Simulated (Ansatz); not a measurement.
Consider LiFeF4 (Amm2).

It takes space group Amm2 (No. 38, orthorhombic). Conventional cell: a = 3.036 Å, b = 6.355 Å, c = 6.609 Å, α = 90.00°, β = 90.00°, γ = 90.00°. Nearest to Li lie 6 F at 2.04 to 2.17 Å. Nearest to Fe lie 6 F at 1.82 to 1.90 Å. F has 1 Fe at 1.82 Å and 2 Li at 2.04 Å nearest. Nearest to F lie 2 Fe at 1.90 Å and 1 Li at 2.15 Å. F has 2 Fe at 1.90 Å and 1 Li at 2.17 Å nearest. Farther neighbours and most contacts between anions are not listed.

```yaml
crystal:
  lattice:
    - [0.00000, 2.14673, -2.14673]
    - [3.17749, -2.33680, -2.33680]
    - [-3.17749, -2.33680, -2.33680]
  atoms:
    - { symbol: Li, position: [0.50000, 0.99709, 0.99709] }
    - { symbol: Fe, position: [0.00000, 0.49599, 0.49599] }
    - { symbol: F, position: [0.00000, 0.78256, 0.20956] }
    - { symbol: F, position: [0.50000, 0.32312, 0.32312] }
    - { symbol: F, position: [0.00000, 0.20956, 0.78256] }
    - { symbol: F, position: [0.50000, 0.66867, 0.66867] }
```

The cell is the Materials Project's (PBE, PBE+U or r2SCAN) relaxed one; the ions were relaxed with LDA. PAW set soft_2, made with PBE.

A constrained-RPA run (Ansatz 0.2.0; non-magnetic LDA; Fe t2g, bands v3 to v1, 6×4×4 mesh, medium accuracy) builds 3 functions on bands 0.75 eV wide, with 5.0 electrons in the window. The bare on-site interaction is 20.6 eV and the bare J 0.73 eV.

Q: What U and J survive the screening?

On the Fe t2g shell, U = 4.91 eV (24 % of the bare value), U′ = 3.76 eV, J = 0.53 eV.

The parent state is non-magnetic and the interaction static (zero frequency); U depends on the window and the orbitals, so it belongs to this model alone. A model of the t2g bands alone assumes low spin; where the ion is high-spin, as for many Cr, Mn, Fe and Co compounds, the eg bands are needed too.

[Paths, hosts, dates, memory and timing lines, banners, echoed tables and standing remarks are left out of the program output.]

[Logs are printed without paths, hosts, clocks, repeated set-up lines and the standing remarks that a program may print on its own settings, such as how far it seeks lower states.]

[Runs of the session that timed out or met a known fault of the program may be left out.]

[Hosts, paths, dates, database ids (printed as entryN), source tags and the programs' standing remarks are cut or masked in the printed files.]
